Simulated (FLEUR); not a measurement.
**NdH2: which magnetic order is lowest**

Aim: find out whether NdH2 carries moments, and which collinear order costs least.

Program: FLEUR MaX-R8.1. Level of theory: LDA (VWN) with U = 7.5 eV on Nd f; all-electron FLAPW, Dirac cores, scalar-relativistic bands. Results are calculated unless marked as measured.

## Step 1: Starting point

The structure is cubic, space group Fm-3m (No. 225). Conventional cell: a = 5.470 Å, b = 5.470 Å, c = 5.470 Å, α = 90.00°, β = 90.00°, γ = 90.00°. Nd has 8 H at 2.37 Å nearest. Nearest to H lie 4 Nd at 2.37 Å. Farther neighbours are not listed.

Structure file:

```xyz
3
Lattice="0.0000 2.7350 2.7350 2.7350 0.0000 2.7350 2.7350 2.7350 0.0000" Properties=species:S:1:pos:R:3 pbc="T T T"
Nd    0.0000    0.0000    0.0000
H     1.3675    1.3675    1.3675
H     4.1025    4.1025    4.1025
```

## Step 2: Start 1: ferro +

The parallel start comes first: it shows whether parallel moments hold. A Hubbard U acts on the open shell, since semilocal functionals spread its electrons too much.

The file n_mmp_mat seeds the f occupations with whole cubic orbitals by Hund's first rule, so that the U acts from the first pass. inpgen writes inp.xml from crystal.txt; cutoffs, mixing, functional, smearing and local orbitals are then set in the file. The k list default-1 (kpts.xml, not shown) is a Γ-centred 8×8×8 mesh; where the ranks do not divide the number of points, some are split in two of half the weight.

inp.xml reads:

```
<?xml version="1.0" encoding="UTF-8" standalone="no"?>
<fleurInput fleurInputVersion="0.39">
   <comment>
      NdH2
   </comment>
   <calculationSetup>
      <cutoffs Kmax="3.6" Gmax="10.8" GmaxXC="10.8" numbands="0"/>
      <scfLoop itmax="130" minDistance="0.0001" maxIterBroyd="15" imix="Anderson" alpha="0.05" precondParam="0.0" spinf="2.0" sdNocoIR="T"/>
      <coreElectrons ctail="T" frcor="F" kcrel="0" coretail_lmax="0"/>
      <xcFunctional name="vwn" relativisticCorrections="F"/>
      <magnetism jspins="2"/>
      <soc l_soc="F" theta="0.0" phi="0.0" spav="F"/>
      <expertModes spex="0" secvar="F"/>
      <geometryOptimization l_f="F" forcealpha="1.0" forcemix="BFGS" epsdisp="0.00001" epsforce="0.00001"/>
      <ldaU l_linMix="F" mixParam="0.05" spinf="1.0"/>
   </calculationSetup>
   <cell>
      <bzIntegration valenceElectrons="16.0" mode="hist" fermiSmearingEnergy="0.00293995">
         <kPointListSelection listName="default-1"/>
         <xi:include xmlns:xi="http://www.w3.org/2001/XInclude" href="kpts.xml"> </xi:include>
      </bzIntegration>
      <xi:include xmlns:xi="http://www.w3.org/2001/XInclude" href="sym.xml"> </xi:include>
      <bulkLattice scale="1.0">
         <bravaisMatrix>
            <row-1>    0.0000000000000000     5.1684009507809998     5.1684009507809998</row-1>
            <row-2>    5.1684009507809998     0.0000000000000000     5.1684009507809998</row-2>
            <row-3>    5.1684009507809998     5.1684009507809998     0.0000000000000000</row-3>
         </bravaisMatrix>
      </bulkLattice>
   </cell>
   <atomSpecies>
      <species name="Neodymium 3.001" element="Nd" atomicNumber="60">
         <mtSphere radius="2.8" gridPoints="925" logIncrement="0.014"/>
         <atomicCutoffs lmax="10" lnonsphr="8"/>
         <electronConfig flipSpins="F">
            <coreConfig>(1s1/2) (2s1/2) (2p1/2) (2p3/2) (3s1/2) (3p1/2) (3p3/2) (4s1/2) (3d3/2) (3d5/2) (4p1/2) (4p3/2) (4d3/2) (4d5/2)</coreConfig>
            <valenceConfig>(5s1/2) (5p1/2) (5p3/2) (6s1/2) (4f5/2) (4f7/2)</valenceConfig>
            <stateOccupation state="(4f5/2)" spinUp="1.2147857142857" spinDown="0.4995"/>
            <stateOccupation state="(4f7/2)" spinUp="2.2857142857143" spinDown="0.0"/>
         </electronConfig>
         <energyParameters s="6" p="6" d="5" f="4"/>
         <ldaU l="3" U="7.5" J="0.0" l_amf="F"/>
         <lo type="SCLO" l="0" n="5" eDeriv="0"/>
         <lo type="SCLO" l="1" n="5" eDeriv="0"/>
      </species>
      <species name="Hydrogen (H)" element="H" atomicNumber="1">
         <mtSphere radius="1.32" gridPoints="437" logIncrement="0.019"/>
         <atomicCutoffs lmax="6" lnonsphr="4"/>
         <electronConfig flipSpins="F">
            <coreConfig></coreConfig>
            <valenceConfig>(1s1/2)</valenceConfig>
            <stateOccupation state="(1s1/2)" spinUp="0.500000" spinDown="0.500000"/>
         </electronConfig>
         <energyParameters s="1" p="2" d="3" f="4"/>
      </species>
   </atomSpecies>
   <atomGroups>
      <atomGroup species="Neodymium 3.001">
         <relPos label="                   1">.0000000000 .0000000000 .0000000000</relPos>
         <force calculate="T" relaxXYZ="TTT"/>
      </atomGroup>
      <atomGroup species="Hydrogen (H)">
         <relPos label="                   2">1.000/4.000 1.000/4.000 1.000/4.000</relPos>
         <relPos label="                   3">-1.000/4.000 -1.000/4.000 -1.000/4.000</relPos>
         <force calculate="T" relaxXYZ="TTT"/>
      </atomGroup>
   </atomGroups>
   <output dos="F" band="F" slice="F">
      <bandDOS minEnergy="-.5*Htr" maxEnergy="0.5*Htr" sigma="0.015" storeEVData="T"/>
      <plotting iplot="0" polar="F">
         <plot TwoD="T" vec1="  1.0  0.0  0.0" vec2="  0.0  1.0  0.0" vec3="  0.0  0.0  1.0" zero="  0.0  0.0  0.0" file="plot"/>
      </plotting>
      <moessbauerParams electricFieldGradient="F" isomerShift="F" coreHyperfine="F" valenceHyperfine="F"/>
   </output>
</fleurInput>
```

crystal.txt reads:

```
NdH2
&input film=F cartesian=F /
0.00000000000  2.73500000000  2.73500000000
2.73500000000  0.00000000000  2.73500000000
2.73500000000  2.73500000000  0.00000000000
1.8897261246
1.0 1.0 1.0

3
60 0.00000000000  0.00000000000  0.00000000000 : 3.001
1 0.25000000000  0.25000000000  0.25000000000
1 0.75000000000  0.75000000000  0.75000000000

&kpt div1=8 div2=8 div3=8 gamma=T /
```

Started as:

```
$ OMP_NUM_THREADS=1 inpgen -f crystal.txt > inpgen.log  # inp.xml is then edited as shown
$ OMP_NUM_THREADS=1 mpirun -n 4 fleur_MPI > fleur.log
```

The program printed:

```text
Welcome to FLEUR        (www.flapw.de)
      MaX-Release 8.1          (www.max-centre.eu)

 ========== k-point set info ==========
 Selected k-point list: default-1
 k-point list type: mesh
 0 x 0 x 0
 Number of k points: 32

 ------------Calculation Setup---------------------------
 Number of MPI-tasks      :            4
 Number of PE/node        :            4
 Number of OMP-threads    :            1
 k-points in parallel     :            4
 pe's per k-point         :            1
 No of k-point loops      :            8
 Eigenvalue solver        :       lapack
 Number of basis functions:          247
 Approximate size of matrices (H+S) per k-point:         0.001 GB
 --------------------------------------------------------
Nuclear radius smaller than smallest radial mesh point for atom type 2 -- skipping its core isomer shift
 Iteration:     1   Distance:      38.49163123 me/bohr^3
Nuclear radius smaller than smallest radial mesh point for atom type 2 -- skipping its core isomer shift
 Iteration:     2   Distance:      35.93834512 me/bohr^3
Nuclear radius smaller than smallest radial mesh point for atom type 2 -- skipping its core isomer shift
 Iteration:     3   Distance:      25.64204378 me/bohr^3
Nuclear radius smaller than smallest radial mesh point for atom type 2 -- skipping its core isomer shift
 Iteration:     4   Distance:      28.55189188 me/bohr^3
Nuclear radius smaller than smallest radial mesh point for atom type 2 -- skipping its core isomer shift
 Iteration:     5   Distance:      26.82827784 me/bohr^3
Nuclear radius smaller than smallest radial mesh point for atom type 2 -- skipping its core isomer shift
 Iteration:     6   Distance:       7.25855685 me/bohr^3
Nuclear radius smaller than smallest radial mesh point for atom type 2 -- skipping its core isomer shift
 Iteration:     7   Distance:       2.88769258 me/bohr^3
Nuclear radius smaller than smallest radial mesh point for atom type 2 -- skipping its core isomer shift
 Iteration:     8   Distance:       2.28299716 me/bohr^3
Nuclear radius smaller than smallest radial mesh point for atom type 2 -- skipping its core isomer shift
 Iteration:     9   Distance:       0.53194562 me/bohr^3
Nuclear radius smaller than smallest radial mesh point for atom type 2 -- skipping its core isomer shift
 Iteration:    10   Distance:       0.51485316 me/bohr^3
Nuclear radius smaller than smallest radial mesh point for atom type 2 -- skipping its core isomer shift
 Iteration:    11   Distance:       0.45280402 me/bohr^3
Nuclear radius smaller than smallest radial mesh point for atom type 2 -- skipping its core isomer shift
 Iteration:    12   Distance:       0.35349640 me/bohr^3
Nuclear radius smaller than smallest radial mesh point for atom type 2 -- skipping its core isomer shift
 Iteration:    13   Distance:       0.33032560 me/bohr^3
Nuclear radius smaller than smallest radial mesh point for atom type 2 -- skipping its core isomer shift
 Iteration:    14   Distance:       0.17000883 me/bohr^3
Nuclear radius smaller than smallest radial mesh point for atom type 2 -- skipping its core isomer shift
 Iteration:    15   Distance:       0.06909869 me/bohr^3
Nuclear radius smaller than smallest radial mesh point for atom type 2 -- skipping its core isomer shift
 Iteration:    16   Distance:       0.06212107 me/bohr^3
Nuclear radius smaller than smallest radial mesh point for atom type 2 -- skipping its core isomer shift
 Iteration:    17   Distance:       0.04590448 me/bohr^3
Nuclear radius smaller than smallest radial mesh point for atom type 2 -- skipping its core isomer shift
 Iteration:    18   Distance:       0.00693154 me/bohr^3
Nuclear radius smaller than smallest radial mesh point for atom type 2 -- skipping its core isomer shift
 Iteration:    19   Distance:       0.00534675 me/bohr^3
Nuclear radius smaller than smallest radial mesh point for atom type 2 -- skipping its core isomer shift
 Iteration:    20   Distance:       0.00035384 me/bohr^3
Nuclear radius smaller than smallest radial mesh point for atom type 2 -- skipping its core isomer shift
 Iteration:    21   Distance:       0.00013386 me/bohr^3
Nuclear radius smaller than smallest radial mesh point for atom type 2 -- skipping its core isomer shift
 Iteration:    22   Distance:       0.00019296 me/bohr^3
Nuclear radius smaller than smallest radial mesh point for atom type 2 -- skipping its core isomer shift
 Iteration:    23   Distance:       0.00008438 me/bohr^3

 ********************************************************************
 Run finished successfully
 Stop message:
   all done
 ********************************************************************

--- out.xml (last complete iteration) ---
<iteration numberForCurrentRun="   23" overallNumber="   23">
         [... left out ...]
         <bandgap value="0.0039100002" units="eV"/>
         <sumValenceSingleParticleEnergies value="-3.7593258759" units="Htr"/>
         <FermiEnergy value="0.2746646748" units="Htr"/>
         <valenceDensity>
            <mtCharges spin="1">
               <mtCharge atomType="1" total="7.4393612" s="1.0514976" p="2.9343898" d="0.4428865" f="3.0077994"/>
               <mtCharge atomType="2" total="0.3523506" s="0.3439572" p="0.0074060" d="0.0008821" f="0.0000942"/>
            </mtCharges>
            <mtCharges spin="2">
               <mtCharge atomType="1" total="4.3627896" s="1.0483889" p="2.9180003" d="0.3600878" f="0.0333609"/>
               <mtCharge atomType="2" total="0.3616494" s="0.3547683" p="0.0060794" d="0.0007176" f="0.0000755"/>
            </mtCharges>
            <spinDependentCharge spin="1" total="9.5887627" interstitial="1.4447003" mtSpheres="8.1440624"/>
            <spinDependentCharge spin="2" total="6.4112373" interstitial="1.3251489" mtSpheres="5.0860883"/>
            <totalCharge value="16.0000000000"/>
         </valenceDensity>
         [... left out ...]
         <allElectronCharges>
            <spinDependentCharge spin="1" total="32.5887627" interstitial="1.4447266" mtSpheres="31.1440361"/>
            <spinDependentCharge spin="2" total="29.4112373" interstitial="1.3251775" mtSpheres="28.0860597"/>
            <totalCharge value="61.9999999917"/>
         </allElectronCharges>
         <magneticMomentsInMTSpheres units="muBohr">
            <globalMagMoment atomType="1" vec="0.00000   0.00000   3.07657"/>
            <localMagMoment atomType="1" vec="0.00000   0.00000   3.07657"/>
            <globalMagMoment atomType="2" vec="0.00000   0.00000  -0.00930"/>
            <localMagMoment atomType="2" vec="0.00000   0.00000  -0.00930"/>
         </magneticMomentsInMTSpheres>
         <moessbauerParams unitsHFF="kG" unitsIS="e/bohr^3" unitsEFG="Htr/bohr^2">
         </moessbauerParams>
         <totalEnergy value="    -9624.3859284109" units="Htr">
            <sumOfEigenvalues value="    -5939.9050508229">
               <coreElectrons value="-5936.1457249469"/>
               <valenceElectrons value="-3.7593258759"/>
            </sumOfEigenvalues>
            <densityCoulombPotentialIntegral value="-16028.7561722648"/>
            <densityEffectivePotentialIntegral value="-16316.5068619112"/>
            <chargeDenXCDenIntegral value="-216.8989753859"/>
            <FockExchangeEnergyValence value="0.0000000000"/>
            <FockExchangeEnergyCore value="0.0000000000"/>
            <atomTypeDependentContributions atomType="1">
               <electronNucleiInteractionDifferentMTs value="11738.6018961984"/>
               <MadelungTerm value="-29.9935587515"/>
            </atomTypeDependentContributions>
            <atomTypeDependentContributions atomType="2">
               <electronNucleiInteractionDifferentMTs value="1.0237694012"/>
               <MadelungTerm value="-0.4941159586"/>
            </atomTypeDependentContributions>
            <dftUCorrection value="-0.4026623287"/>
            <tkbTimesEntropy value="0.0006014102"/>
            <freeEnergy value="-9624.3865298211"/>
            <extrapolationTo0K value="-9624.3862291160"/>
         </totalEnergy>
         <ldaUDensityMatrix>
            <densityMatrixFor spin="1" atomType="1" uIndex="1" l="3" U="7.50000000" J="0.00000000">
               (+0.37571,+0.00000) (+0.00000,+0.00000) (+0.00000,+0.00000) (+0.00000,+0.00000) (-0.47328,+0.00000) (+0.00000,+0.00000) (+0.00000,+0.00000)
               (+0.00000,+0.00000) (+0.50352,+0.00000) (+0.00000,+0.00000) (+0.00000,+0.00000) (+0.00000,+0.00000) (+0.48319,+0.00000) (+0.00000,+0.00000)
               (+0.00000,+0.00000) (+0.00000,+0.00000) (+0.62011,+0.00000) (+0.00000,+0.00000) (+0.00000,+0.00000) (+0.00000,+0.00000) (-0.47328,+0.00000)
               (+0.00000,+0.00000) (+0.00000,+0.00000) (+0.00000,+0.00000) (+0.00911,+0.00000) (+0.00000,+0.00000) (+0.00000,+0.00000) (+0.00000,+0.00000)
               (-0.47328,+0.00000) (+0.00000,+0.00000) (+0.00000,+0.00000) (+0.00000,+0.00000) (+0.62011,+0.00000) (+0.00000,+0.00000) (+0.00000,+0.00000)
               (+0.00000,+0.00000) (+0.48319,+0.00000) (+0.00000,+0.00000) (+0.00000,+0.00000) (+0.00000,+0.00000) (+0.50352,+0.00000) (+0.00000,+0.00000)
               (+0.00000,+0.00000) (+0.00000,+0.00000) (-0.47328,+0.00000) (+0.00000,+0.00000) (+0.00000,+0.00000) (+0.00000,+0.00000) (+0.37571,+0.00000)
            </densityMatrixFor>
            <densityMatrixFor spin="2" atomType="1" uIndex="1" l="3" U="7.50000000" J="0.00000000">
               (+0.00325,+0.00000) (+0.00000,+0.00000) (+0.00000,+0.00000) (+0.00000,+0.00000) (+0.00236,+0.00000) (+0.00000,+0.00000) (+0.00000,+0.00000)
               (+0.00000,+0.00000) (+0.00886,+0.00000) (+0.00000,+0.00000) (+0.00000,+0.00000) (+0.00000,+0.00000) (-0.00867,+0.00000) (+0.00000,+0.00000)
               (+0.00000,+0.00000) (+0.00000,+0.00000) (+0.00203,+0.00000) (+0.00000,+0.00000) (+0.00000,+0.00000) (+0.00000,+0.00000) (+0.00236,+0.00000)
               (+0.00000,+0.00000) (+0.00000,+0.00000) (+0.00000,+0.00000) (+0.00508,+0.00000) (+0.00000,+0.00000) (+0.00000,+0.00000) (+0.00000,+0.00000)
               (+0.00236,+0.00000) (+0.00000,+0.00000) (+0.00000,+0.00000) (+0.00000,+0.00000) (+0.00203,+0.00000) (+0.00000,+0.00000) (+0.00000,+0.00000)
               (+0.00000,+0.00000) (-0.00867,+0.00000) (+0.00000,+0.00000) (+0.00000,+0.00000) (+0.00000,+0.00000) (+0.00886,+0.00000) (+0.00000,+0.00000)
               (+0.00000,+0.00000) (+0.00000,+0.00000) (+0.00236,+0.00000) (+0.00000,+0.00000) (+0.00000,+0.00000) (+0.00000,+0.00000) (+0.00325,+0.00000)
            </densityMatrixFor>
         </ldaUDensityMatrix>
         <ldaUDensityMatrixConvergence>
            <distance spin="1" distance="0.000006"/>
            <distance spin="2" distance="0.000000"/>
         </ldaUDensityMatrixConvergence>
         <densityConvergence units="me/bohr^3">
            <chargeDensity spin="1" distance="0.0000758117"/>
            <chargeDensity spin="2" distance="0.0000173992"/>
            <overallChargeDensity distance="0.0000705689"/>
            <spinDensity distance="0.0000843820"/>
         </densityConvergence>
      </iteration>
```

It took 12 s on 4 MPI ranks of Intel Xeon Platinum 8488C (Sapphire Rapids), shared host; peak memory 0.24 GiB.

Spin moment in the muffin-tin sphere by atom:

```csv
atom,spin moment in the muffin-tin sphere (μB)
Nd1,3.08
H2,-0.01
H3,-0.01
```

Read from the output:

```
free energy                                                       : -261892.8992 eV
program's band gap on this mesh (in a metal only a level spacing) : 0.003910 eV
magnetization                                                     : 3.178 μB
final state                                                       : ferromagnetic
```

After 23 cycles the largest moment stands at 3.08 μB.

[end of part 1 of 3]

[Logs and program files are shortened in this print: banners, set-up blocks, solver, clock and traceback lines can be left out without a mark of their own.]

[Logs are printed without paths, hosts, clocks, repeated set-up lines and the standing remarks that a program may print on its own settings, such as how far it seeks lower states.]

[Hosts, paths, dates, database ids (printed as entryN), source tags and the programs' standing remarks are cut or masked in the printed files.]

[Where a cell is said to come from a database of computed structures, the database is the Materials Project.]
